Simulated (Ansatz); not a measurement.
# BeMoS3 (built on the sites of a database entry of BaMoO3): following an unstable mode, part 2 of 2

Which phase does BeMoS3 (built on the sites of a database entry of BaMoO3) fall into along its unstable mode, and how much energy does it gain?

Ansatz 0.2.0; DFT PBEsol, scalar-relativistic, plane waves, PAW.

So far, highest frequency on the path or at a solved wavevector (cm⁻¹): step 2 (phonons on a q mesh) 522. Also lowest frequency on the path (cm⁻¹): step 2 -291.

The structure was built from a prototype and need not be the compound's stable phase.

**5. Energy along the mode, all amplitudes (two of the runs are shown above)**

An imaginary frequency means negative curvature, so the energy should fall and then rise again as anharmonic terms take over.

Numbers from this step:

| Quantity | Value |
| --- | --- |
| depth at the lowest point sampled | 124.5 meV/atom |
| largest atomic shift at that point | 0.6 Å |

Table of energy from the parent by largest atomic shift:

| largest atomic shift (Å) | energy from the parent (meV/atom) |
| --- | --- |
| 0.000 | 0 |
| 0.040 | -0.548 |
| 0.080 | -2.19 |
| 0.140 | -6.73 |
| 0.220 | -16.6 |
| 0.320 | -35.2 |
| 0.450 | -69.8 |
| 0.600 | -124 |

Displacement at unit largest shift by atom:

| atom | x (Å) | y (Å) | z (Å) | size |
| --- | --- | --- | --- | --- |
| Be1 | 0.000 | -0.071 | 0.997 | 1.000 |
| Be2 | 0.000 | 0.071 | -0.997 | 1.000 |
| Mo3 | 0.000 | -0.099 | 0.007 | 0.099 |
| Mo4 | 0.000 | 0.099 | -0.007 | 0.099 |
| S5 | 0.000 | 0.000 | 0.000 | 0.000 |
| S6 | 0.000 | 0.000 | 0.000 | 0.000 |
| S7 | 0.000 | 0.000 | 0.000 | 0.000 |
| S8 | 0.000 | 0.000 | 0.000 | 0.000 |
| S9 | 0.000 | 0.214 | -0.015 | 0.215 |
| S10 | 0.000 | -0.214 | 0.015 | 0.215 |

The lowest of the steps tried is the last one, at 0.6 Å, 124 meV/atom below the parent; the bottom of the well need not coincide with a step.

**6. Relaxation from the frozen mode**

Starting from the lowest point found, all atoms and the cell are let go, so that strain and other modes of the same symmetry can join in.

File input.yaml:

```yaml
crystal:
  lattice:
    - [-4.6206887221, 0.0, 0.0]
    - [0.0, -4.6206887221, -4.6206887221]
    - [0.0, -4.6206887221, 4.6206887221]
  atoms:
    - { symbol: Be, position: [0.5, -0.060169967, 0.569355509] }
    - { symbol: Be, position: [0.5, 0.560169967, -0.069355509] }
    - { symbol: Mo, position: [0.0, 0.0059682711, 0.0068793869] }
    - { symbol: Mo, position: [0.0, 0.4940317289, 0.4931206131] }
    - { symbol: S, position: [0.0, 0.75, 0.75] }
    - { symbol: S, position: [0.0, 0.25, 0.25] }
    - { symbol: S, position: [0.0, 0.25, 0.75] }
    - { symbol: S, position: [0.0, 0.75, 0.25] }
    - { symbol: S, position: [0.5, -0.0128898345, -0.0148575955] }
    - { symbol: S, position: [0.5, 0.5128898345, 0.5148575955] }
kpoints:
  mp_grid: { grid: [6, 6, 6] }
hamiltonian:
  xc: pbesol
scf:
  occupations: { method: methfessel_paxton, width: 0.15 }
output:
  forces: true
  stress: true
  eigenvalues: true
  write_density: true
  write_potential: true
  elf: true
  volumetric_format: npy
relax:
  adjacent_minimum: "off"
  f_tol: 0.002
  max_steps: 120
  cell: { stress_tol: 0.03 }
```

Launch:

```sh
ansatz run input.yaml --threads 8 --pin off --max-ram 14336MiB --backend cpu --events-out ev --progress --plain --runs-dir out
```

Numbers of over 12 decimals in the logs are rounded to 6 here.

The program printed:

```text
[...]
Crystal: 10 atoms, lattice volume = 197.310 Å³
Basis set: ecut = 420 eV, 3891 PW (Γ), exchange–correlation on 64×90×90 points (8 copies of the dense FFT grid, shifted against one another)
Bands: 44, of which v1, the nominal top of the filled ones, is band 34 counted from 1 (33 counted from 0)
Symmetry: 4 space group operations
[...]
k-points: 80 of 216
[...]
SCF iter   1: F=—  HF=-15281.895535 eV  |F-HF|=—  |Δ(HF+E_count)|=         —  Δρ=7.03e-3  dr2=2.19e-1  ethr=1.77e-3  ⟨swp⟩=5.8  Hψ=13969  notcnv=0
[...]
SCF iter   8: F=-15281.860392 eV  HF=-15281.860392 eV  |F-HF|=3.67e-9  |Δ(HF+E_count)|=   9.16e-8  S|Δr|=    0.00e0  Δρ=2.30e-6  dr2=1.91e-8  ethr=1.47e-10  ⟨swp⟩=13.6  Hψ=23708  notcnv=0
SCF 1 converged in 8 iterations: F = -15281.860392 eV  dr2 = 1.91e-8
[...]
relax step   1: F+E_penalty+E_count = -15281.86039245 eV  Δ(F+E_penalty+E_count) = +0.000e0 eV  max|allowed force component| = 1.619e0 eV/Å  Δτ_max = 0.0000 Å  P = +0.026 GPa  Ω = 197.310 Å³  (8 SCF iters, dr2 threshold 1.00e-7 eV, accepted)
Crystal: 10 atoms, lattice volume = 197.880 Å³
Basis set: ecut = 420 eV, 3883 PW (Γ), exchange–correlation on 64×90×90 points (8 copies of the dense FFT grid, shifted against one another)
[...]
SCF iter   6: F=-15283.078240 eV  HF=-15283.078241 eV  |F-HF|=2.69e-7  |Δ(HF+E_count)|=   3.51e-7  S|Δr|=    0.00e0  Δρ=1.20e-5  dr2=4.91e-7  ethr=1.47e-9  ⟨swp⟩=11.7  Hψ=27121  notcnv=0
SCF 2 converged in 6 iterations: F = -15283.078240 eV  dr2 = 4.91e-7
relax step   2: F+E_penalty+E_count = -15283.07824048 eV  Δ(F+E_penalty+E_count) = -1.218e0 eV  max|allowed force component| = 2.200e0 eV/Å  Δτ_max = 0.1973 Å  P = -0.233 GPa  Ω = 197.880 Å³  energy of the carried Pulay correction = -3.342e-5 eV  (6 SCF iters, dr2 threshold 1.00e-6 eV, accepted)
Crystal: 10 atoms, lattice volume = 198.525 Å³
Basis set: ecut = 420 eV, 3879 PW (Γ), exchange–correlation on 64×90×90 points (8 copies of the dense FFT grid, shifted against one another)
[...]
SCF iter   7: F=-15284.627129 eV  HF=-15284.627129 eV  |F-HF|=2.42e-8  |Δ(HF+E_count)|=   9.36e-8  S|Δr|=    0.00e0  Δρ=4.25e-6  dr2=4.99e-8  ethr=1.47e-9  ⟨swp⟩=14.6  Hψ=26991  notcnv=0
SCF 3 converged in 7 iterations: F = -15284.627129 eV  dr2 = 4.99e-8
relax step   3: F+E_penalty+E_count = -15284.62712928 eV  Δ(F+E_penalty+E_count) = -1.549e0 eV  max|allowed force component| = 2.402e0 eV/Å  Δτ_max = 0.1950 Å  P = -0.087 GPa  Ω = 198.525 Å³  energy of the carried Pulay correction = -7.118e-5 eV  (7 SCF iters, dr2 threshold 1.00e-6 eV, accepted)
[... from here on, the SCF cycles and remarks between the steps are left out ...]
relax step   4: F+E_penalty+E_count = -15286.07091113 eV  Δ(F+E_penalty+E_count) = -1.444e0 eV  max|allowed force component| = 1.079e0 eV/Å  Δτ_max = 0.1923 Å  P = +2.021 GPa  Ω = 198.681 Å³  energy of the carried Pulay correction = -8.031e-5 eV  (7 SCF iters, dr2 threshold 1.00e-6 eV, accepted)
relax step   5: F+E_penalty+E_count = -15286.08854033 eV  Δ(F+E_penalty+E_count) = -1.763e-2 eV  max|allowed force component| = 1.961e0 eV/Å  Δτ_max = 0.1951 Å  P = +0.857 GPa  Ω = 206.517 Å³  energy of the carried Pulay correction = -5.289e-4 eV  (7 SCF iters, dr2 threshold 1.00e-6 eV, accepted)
relax step   6: F+E_penalty+E_count = -15286.01574175 eV  Δ(F+E_penalty+E_count) = +7.280e-2 eV  max|allowed force component| = 8.690e-1 eV/Å  Δτ_max = 0.1686 Å  P = -2.846 GPa  Ω = 213.695 Å³  energy of the carried Pulay correction = -9.249e-4 eV  (7 SCF iters, dr2 threshold 1.00e-6 eV, rejected (line search))
relax step   7: F+E_penalty+E_count = -15286.31507495 eV  Δ(F+E_penalty+E_count) = -2.265e-1 eV  max|allowed force component| = 4.489e-2 eV/Å  Δτ_max = 0.0961 Å  P = -0.262 GPa  Ω = 205.161 Å³  energy of the carried Pulay correction = -4.525e-4 eV  (10 SCF iters, accepted)
relax step   8: F+E_penalty+E_count = -15286.31123335 eV  Δ(F+E_penalty+E_count) = +3.842e-3 eV  max|allowed force component| = 5.731e-2 eV/Å  Δτ_max = 0.0140 Å  P = +0.724 GPa  Ω = 202.538 Å³  energy of the carried Pulay correction = -3.033e-4 eV  (5 SCF iters, dr2 threshold 2.39e-7 eV, rejected (line search))
relax step   9: F+E_penalty+E_count = -15286.31668485 eV  Δ(F+E_penalty+E_count) = -1.610e-3 eV  max|allowed force component| = 4.171e-3 eV/Å  Δτ_max = 0.0172 Å  P = -0.015 GPa  Ω = 204.469 Å³  energy of the carried Pulay correction = -4.133e-4 eV  (8 SCF iters, accepted)
relax step  10: F+E_penalty+E_count = -15286.31671970 eV  Δ(F+E_penalty+E_count) = -3.485e-5 eV  max|allowed force component| = 1.759e-3 eV/Å  Δτ_max = 0.0035 Å  P = -0.001 GPa  Ω = 204.423 Å³  energy of the carried Pulay correction = -4.108e-4 eV  (6 SCF iters, dr2 threshold 1.09e-9 eV, accepted)
[...]
SCF iter   6: F=-15286.317297 eV  HF=-15286.317297 eV  |F-HF|=1.82e-12  |Δ(HF+E_count)|=  5.46e-12  S|Δr|=    0.00e0  Δρ=3.03e-8  dr2=3.45e-12  ethr=1.00e-12  ⟨swp⟩=6.6  Hψ=16311  notcnv=0
SCF 11 converged in 6 iterations: F = -15286.317297 eV  dr2 = 3.45e-12
relax step  11: F+E_penalty+E_count = -15286.31729715 eV  Δ(F+E_penalty+E_count) = -5.775e-4 eV  max|allowed force component| = 1.687e-3 eV/Å  Δτ_max = 0.0000 Å  P = +0.003 GPa  Ω = 204.423 Å³  stress off target by 6.91e-3 GPa  SCF on the basis re-selected at this cell (its energy is not comparable with the rows above)  (6 SCF iters)
basis re-selected at this cell: Δ(F+E_penalty+E_count) = -5.775e-4 eV, ΔP = +0.004 GPa vs the last step (what re-selecting the basis moved, of the pressure what is left beyond the Pulay correction that the steps carried, after the strain that the cell walked since its last selection, with what the two solves' SCF thresholds leave and, on support functions, any second-order correction that the steps lacked; it is no m [...]
SCF converged after 6 iterations
[...]
Free energy (F): -15286.317297 eV
[...]
Internal energy: -15286.316951 eV  (E = F + TS)
E sigma→0 (E₀):  -15286.317211 eV
Entropy (-TS):   -0.000346 eV (-0.035 meV/atom)
Fermi energy:    6.888046 eV
Step filling:    the computed levels leave a gap of 0.0028 eV = 0.0 smearing widths at the electron count; against every level under it full and every level over it empty, smearing changes F+E_penalty+E_count by +0.109 meV and its σ→0 estimate by +0.195 meV
[...]
--- Forces (eV/Å), atoms counted from 1 ---
  atom   1  Be     0.00000000     0.00038137     0.00108541
  atom   2  Be     0.00000000    -0.00038137    -0.00108541
  atom   3  Mo     0.00000000     0.00168732     0.00023972
  atom   4  Mo     0.00000000    -0.00168732    -0.00023972
  atom   5  S      0.00000000     0.00000000     0.00000000
  atom   6  S      0.00000000     0.00000000     0.00000000
  atom   7  S      0.00000000     0.00000000     0.00000000
  atom   8  S      0.00000000     0.00000000     0.00000000
  atom   9  S      0.00000000    -0.00153843    -0.00054260
  atom  10  S      0.00000000     0.00153843     0.00054260
  max |Σ_I F_I| component: 2.17e-19 eV/Å
--- Stress (GPa, compression-positive) ---
        0.006913       0.000000       0.000000
        0.000000       0.006215      -0.000664
        0.000000      -0.000664      -0.004660
  P = ⅓ Tr σ = 0.0028 GPa (0.028 kbar)
--- Band table (eV; the first three rows and the last of 80) ---
  k-point 0: bands = [... 30 lower, 5.4679, 5.8787, 6.0027, 6.7186, 6.9590, 6.9791, 7.2664, 8.0168, ... 6 higher]
  k-point 1: bands = [... 30 lower, 5.3778, 6.0265, 6.2414, 6.5931, 6.9902, 7.2292, 7.6112, 8.0138, ... 6 higher]
  k-point 2: bands = [... 30 lower, 5.3315, 5.9222, 6.6015, 6.7621, 7.1667, 7.5284, 7.7755, 8.2232, ... 6 higher]
  k-point 79: bands = [... 30 lower, 5.0786, 5.4492, 5.8675, 6.5263, 7.6946, 7.8818, 7.9598, 7.9937, ... 6 higher]
--- Relaxed structure (10 steps of the walk, 8 accepted, 1 SCFs on fresh bases) ---
  F+E_penalty+E_count = -15286.31729715 eV   max|allowed force component| = 1.687e-3 eV/Å   (the final SCF, on the basis selected at the relaxed cell)
  cell:  # Å, volume = 204.4234 Å³
    - [-4.735255, 0.0, 0.0]
    - [0.0, -4.734672, -4.558707]
    - [0.0, -4.734946, 4.558982]
  atoms:
    - { symbol: Be, position: [0.5, -0.137504, 0.637584] }
    - { symbol: Be, position: [0.5, 0.637504, -0.137584] }
    - { symbol: Mo, position: [0, 0.017224, 0.017242] }
    - { symbol: Mo, position: [0, 0.482776, 0.482758] }
    - { symbol: S, position: [0, 0.750000, 0.750000] }
    - { symbol: S, position: [0, 0.25, 0.25] }
    - { symbol: S, position: [0, 0.250000, 0.75] }
    - { symbol: S, position: [0, 0.750000, 0.25] }
    - { symbol: S, position: [0.5, -0.062385, -0.062287] }
    - { symbol: S, position: [0.5, 0.562385, 0.562287] }
```

It took 58 s on 8 threads of Intel Xeon Platinum 8559C (Emerald Rapids), shared host; peak memory 1.2 GiB.

The steps of the relaxation:

| step | energy less that of the first step (eV) | largest force component (eV/Å) | pressure (GPa) | volume (Å³) |
| --- | --- | --- | --- | --- |
| 1 | 0.0000 | 1.6194 | 0.03 | 197.31 |
| 2 | -1.2178 | 2.2004 | -0.23 | 197.88 |
| 3 | -2.7667 | 2.4022 | -0.09 | 198.52 |
| 4 | -4.2105 | 1.0792 | 2.02 | 198.68 |
| 5 | -4.2281 | 1.9615 | 0.86 | 206.52 |
| 6 | -4.1553 | 0.8690 | -2.85 | 213.69 |
| 7 | -4.4547 | 0.0449 | -0.26 | 205.16 |
| 8 | -4.4508 | 0.0573 | 0.72 | 202.54 |
| 9 | -4.4563 | 0.0042 | -0.02 | 204.47 |
| 10 | -4.4563 | 0.0018 | 0.00 | 204.42 |
| 11* | -4.4569 | 0.0017 | 0.00 | 204.42 |

Relaxation steps marked * repeat the geometry before them on a plane-wave basis chosen anew for their cell, so energy and pressure can jump there. Relaxation steps 6, 8 were tried and not accepted.

Forces are held to the 4 operations that the run works with; a distortion that breaks them can't arise in this run.

| cell as run | before | after | change |
| --- | --- | --- | --- |
| a (Å) | 4.621 | 4.735 | +2.5 % |
| b (Å) | 6.535 | 6.573 | +0.6 % |
| c (Å) | 6.535 | 6.573 | +0.6 % |
| α (°) | 90.00 | 87.83 | -2.4 % |
| volume (Å³/atom) | 19.73 | 20.44 | +3.6 % |

The atoms that moved most (Å, as changes of fractional coordinates times the final cell):

| atom | dx | dy | dz | length |
| --- | --- | --- | --- | --- |
| Be1 | 0.000 | 0.043 | 0.664 | 0.665 |
| Be2 | 0.000 | -0.043 | -0.664 | 0.665 |
| S9 | 0.000 | 0.459 | 0.009 | 0.459 |
| S10 | 0.000 | -0.459 | -0.009 | 0.459 |
| Mo4 | 0.000 | 0.102 | 0.004 | 0.102 |
| Mo3 | 0.000 | -0.102 | -0.004 | 0.102 |

The relaxed structure:

```
Be Mo S
1.0
    -4.73526    0.00000    0.00000
     0.00000   -4.73467   -4.55871
     0.00000   -4.73495    4.55898
Be Mo S
2 2 6
Direct
  0.50000 0.86250 0.63758
  0.50000 0.63750 0.86242
  0.00000 0.01722 0.01724
  0.00000 0.48278 0.48276
  0.00000 0.75000 0.75000
  0.00000 0.25000 0.25000
  0.00000 0.25000 0.75000
  0.00000 0.75000 0.25000
  0.50000 0.93762 0.93771
  0.50000 0.56238 0.56229
```

This step gave:

| Item | Value |
| --- | --- |
| pressure | 0.002823 GPa |
| volume per atom | 20.44 Å³ |

Electrostatic potential energy in the ab plane of the conventional cell at fractional z = 0.000, with atoms of Mo and S within 0.2 Å of it. With pseudopotentials it is smooth inside the atoms' cores, unlike the true potential.

Ten even steps from '0' (-64 eV) to '9' (12 eV), each cell a mean:
```
44799999998544479999999854
56899999999755689999999976
88999999999877899999999998
78999878998643579987899987
34788544687300158754468863
01586454576200047645457730
00487444587410268744458620
13688656798755689865678841
67899989999988899998999976
78999999999877899999999987
45899999999644589999999964
54699999998545479999999854
44799999998544479999999854
56899999999765689999999975
78999999999988899999999987
35799878999877899987899864
01587544688633478854468730
00476454577300158645457620
02687444586200048744458741
56898656788411368865679875
88999989999766789998999998
78999999999877899999999987
45899999999644589999999964
54799999998545469999999854
```
Columns run along a (9.1 Å; values clipped at the 3rd and 97th percentile), rows up along b (9.5 Å), edges of the conventional cell, whose origin can differ from the input's. Atoms in or near the plane, at fractional coordinates: Mo at (0.00, 0.27), Mo at (0.50, 0.77), Mo at (0.50, 0.23), Mo at (0.00, 0.73), S at (0.50, 0.50), S at (0.00, 0.00), S at (0.00, 0.50), S at (0.50, 0.00), S at (0.25, 0.25), S at (0.75, 0.75), S at (0.75, 0.25), S at (0.25, 0.75).

ELF in the ab plane of the conventional cell at fractional z = 0.000, with atoms of Mo and S within 0.2 Å of it. It is the smooth field of the valence electrons, not physical close to the nuclei.

Ten even steps from '_' (0.02) to '@' (0.85), each cell a mean:
```
--##@@%%--______..++@@@@++--##@@##::______..**@@@@++
@@@@%%++..__......--##@@%%%%@@%%++........__--##@@@@
##**==::::==**++--::--==++++++==::::++**++--..--++##
::::..--##@@@@@@%%==::--++++==::::**@@@@@@%%++::..::
**++::==@@@@##%%@@**::**######==--%%@@##%%@@##--==**
**##====@@**..--%%##--##**==##++==%%**..--%%##--**##
++##====%%##--++@@##--**######==++@@##--++@@**--##**
##**----%%@@@@@@@@**::::====--::==%%@@@@@@@@++::++##
----::::++%%@@%%**--::::------::::++##%%%%**--::::--
####**--..::==--....==##@@@@%%**--..::----::::++####
##@@@@**::______..==%%@@%%##@@@@**::________==%%@@%%
..**@@%%--______::##@@@@--..**@@%%==______..**@@%%--
--##@@##::______..**@@@@++--##@@%%--______..++@@@@++
%%@@%%++........__--##@@@@@@@@%%++..__......--##@@%%
++++==::::++**++--..--++####**==::::==**++--::--==++
++==::::**@@@@@@%%++::..::::::..--##@@@@@@%%==::--++
####==--%%@@##%%@@##--==****++::==@@@@##%%@@**::**##
==##++==%%**..--%%##--**##**##====@@**..--%%##--##**
####==++@@##--++@@**--##**++##====%%##--++@@##--**##
==--::==%%@@@@@@@@++::++####**----%%@@@@@@@@**::::==
----::::++##%%%%**--::::------::::++%%@@%%**--::::--
@@%%**--..::----::::++########**--..::==--....==##@@
##@@@@**::________==%%@@%%##@@@@**::______..==%%@@%%
..**@@%%==______..**@@%%--..**@@%%--______::##@@@@--
```
Columns run along a (9.1 Å), rows up along b (9.5 Å), edges of the conventional cell, whose origin can differ from the input's. Atoms in or near the plane, at fractional coordinates: Mo at (0.00, 0.27), Mo at (0.50, 0.77), Mo at (0.50, 0.23), Mo at (0.00, 0.73), S at (0.50, 0.50), S at (0.00, 0.00), S at (0.00, 0.50), S at (0.50, 0.00), S at (0.25, 0.25), S at (0.75, 0.75), S at (0.75, 0.25), S at (0.25, 0.75).

Valence density in the ab plane of the conventional cell at fractional z = 0.000, with atoms of Mo and S within 0.2 Å of it. It is the smooth field of the valence electrons, not physical close to the nuclei.

Ten steps, logarithmic in the rise over the least value, from '_' (0.0 e/Å³) to '@' (6.5 e/Å³), each cell a mean:
```
++**++--..________::==**++++**++--..______..::==**++
**++==::..______..::--++****++==::..______..::--++++
====--::::::::::::::--==++++++--::::::::::::::::--==
====------==++====----++####**==----==++====------==
%%##++==++******++==++%%@@@@%%**==++******++====**##
@@@@**++****--++**++++%%@@@@@@##++****==++**++++%%@@
@@@@##++++**++++**++++##@@@@%%**==++**++++**++++%%@@
@@%%++====++++++++==--==****++==--==++++++++====##%%
**++==------==----::::--====----::----====------==**
++++==::..........::--==++++==--::..........::--==++
****++--..______..::==++******==--..________::==++**
--**++--..______..::==**++--**++--..________::==**++
++**++--..______..::==**++++**++--..________::==**++
**++==::..______..::--++++**++==::..______..::--++**
++++--::::::::::::::::--======--::::::::::::::--==++
##**==----==++====------======------==++====----++##
@@%%**==++******++====**##%%##++==++******++==++%%@@
@@@@##++****==++**++++%%@@@@@@**++****--++**++++%%@@
@@%%**==++**++++**++++%%@@@@@@##++++**++++**++++##@@
**++==--==++++++++====##%%@@%%++====++++++++==--==**
==----::----====------==****++==------==----::::--==
++==--::..........::--==++++++==::..........::--==++
****==--..________::==++******++--..______..::==++**
--**++--..________::==**++--**++--..______..::==**++
```
Columns run along a (9.1 Å), rows up along b (9.5 Å), edges of the conventional cell, whose origin can differ from the input's. Atoms in or near the plane, at fractional coordinates: Mo at (0.00, 0.27), Mo at (0.50, 0.77), Mo at (0.50, 0.23), Mo at (0.00, 0.73), S at (0.50, 0.50), S at (0.00, 0.00), S at (0.00, 0.50), S at (0.50, 0.00), S at (0.25, 0.25), S at (0.75, 0.75), S at (0.75, 0.25), S at (0.25, 0.75).

The distorted start has space group P2/m; the relaxation ends in Cmmm.

**7. Results**

| Item | Value |
| --- | --- |
| unstable mode of the parent | q = (0, -0.5, -0.5), 291i cm⁻¹ |
| depth at the lowest point sampled | 124 meV/atom |
| largest atomic shift at that point | 0.6 Å |
| space group reached (within 0.01 Å) | Cmmm |
| energy gained over the parent (first relaxation, on the mesh of the frozen mode) | 570 meV/atom |
| volume per atom, phase reached | 20.4 Å³ |

Along this mode the structure falls into Cmmm, 570 meV/atom below the parent. At the parent's cell the well is 124.5 meV/atom deep on the steps tried, with its lowest point at a shift of 0.6 Å. That is the last step tried, so the steps alone don't bracket the bottom of the well. Relaxing atoms and cell changes the gain by +445.80 meV/atom against the lowest step (energies at zero smearing). Most of the total comes from this relaxation. The modes of the phase reached were not computed on this path. Of the 6 patterns followed to their end from this parent, this one ends 84.8 meV/atom above the lowest, R3m. Each path keeps the symmetry of its pattern, so a lower phase may lie along a pattern not tried. With no gap, or one that is small against the smearing, the frequencies hang on the k mesh and the smearing, most of all near Kohn anomalies. The starting cell was built on a prototype and not taken from a measurement, so the phase need not exist.

[Logs are printed without paths, hosts, clocks, repeated set-up lines and the standing remarks that a program may print on its own settings, such as how far it seeks lower states.]

[Hosts, paths, dates, database ids (printed as entryN), source tags and the programs' standing remarks are cut or masked in the printed files.]
